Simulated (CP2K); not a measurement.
Consider 2-fluorocarbonylpyrrole at its PBE geometry (Å).

```xyz
12

O     2.6712    1.1315    0.2528
C     2.0390    0.1248    0.0278
F     2.6971   -1.0721   -0.2393
C     0.6076   -0.0394   -0.0089
C    -0.2237   -1.1320   -0.2727
C    -1.5568   -0.6827   -0.1660
C    -1.5166    0.6725    0.1619
N    -0.2101    1.0471    0.2529
H     0.1203   -2.1316   -0.5118
H    -2.4573   -1.2698   -0.3077
H    -2.3185    1.3814    0.3348
H     0.1478    1.9703    0.4765
```

Method: CP2K XAS_TDP, all-electron GAPW, PBEh(45%), aug-cc-pVDZ, TDA, no relativity.

**Question.** Where do the F K-edge lines lie, and how strong are they?

Leading lines: F3 683.81 eV. The leading line of an atom is its first one with 35 % of the strongest within 2.5 eV of its lowest line over the strength cut. 

The first six lines of each atom with a strength over 0.0015:

| atom | energy (eV) | states | strength, one atom |
| --- | --- | --- | --- |
| F3 (bonded to C) | 681.91 | 1 | 0.0082 |
|  | 683.81 | 1 | 0.0268 |
|  | 685.05 | 1 | 0.0124 |
|  | 685.72 | 1 | 0.0019 |
|  | 685.93 | 1 | 0.0029 |
|  | 687.31 | 1 | 0.0025 |

Lines are vertical, at one geometry, with no vibrational structure. Without a correction of the core level, line positions, and the gaps between valence and Rydberg lines, follow the share of exact exchange. These values hold no scalar relativity, about 0.7 eV for F 1s. Rydberg lines, and the discretised continuum above threshold, depend on the basis and the box.

[Banner, clock and machine lines of the logs are left out without a mark of their own.]

[Logs are printed without paths, hosts, clocks, repeated set-up lines and the standing remarks that a program may print on its own settings, such as how far it seeks lower states.]

[Hosts, paths, dates, database ids (printed as entryN), source tags and the programs' standing remarks are cut or masked in the printed files.]
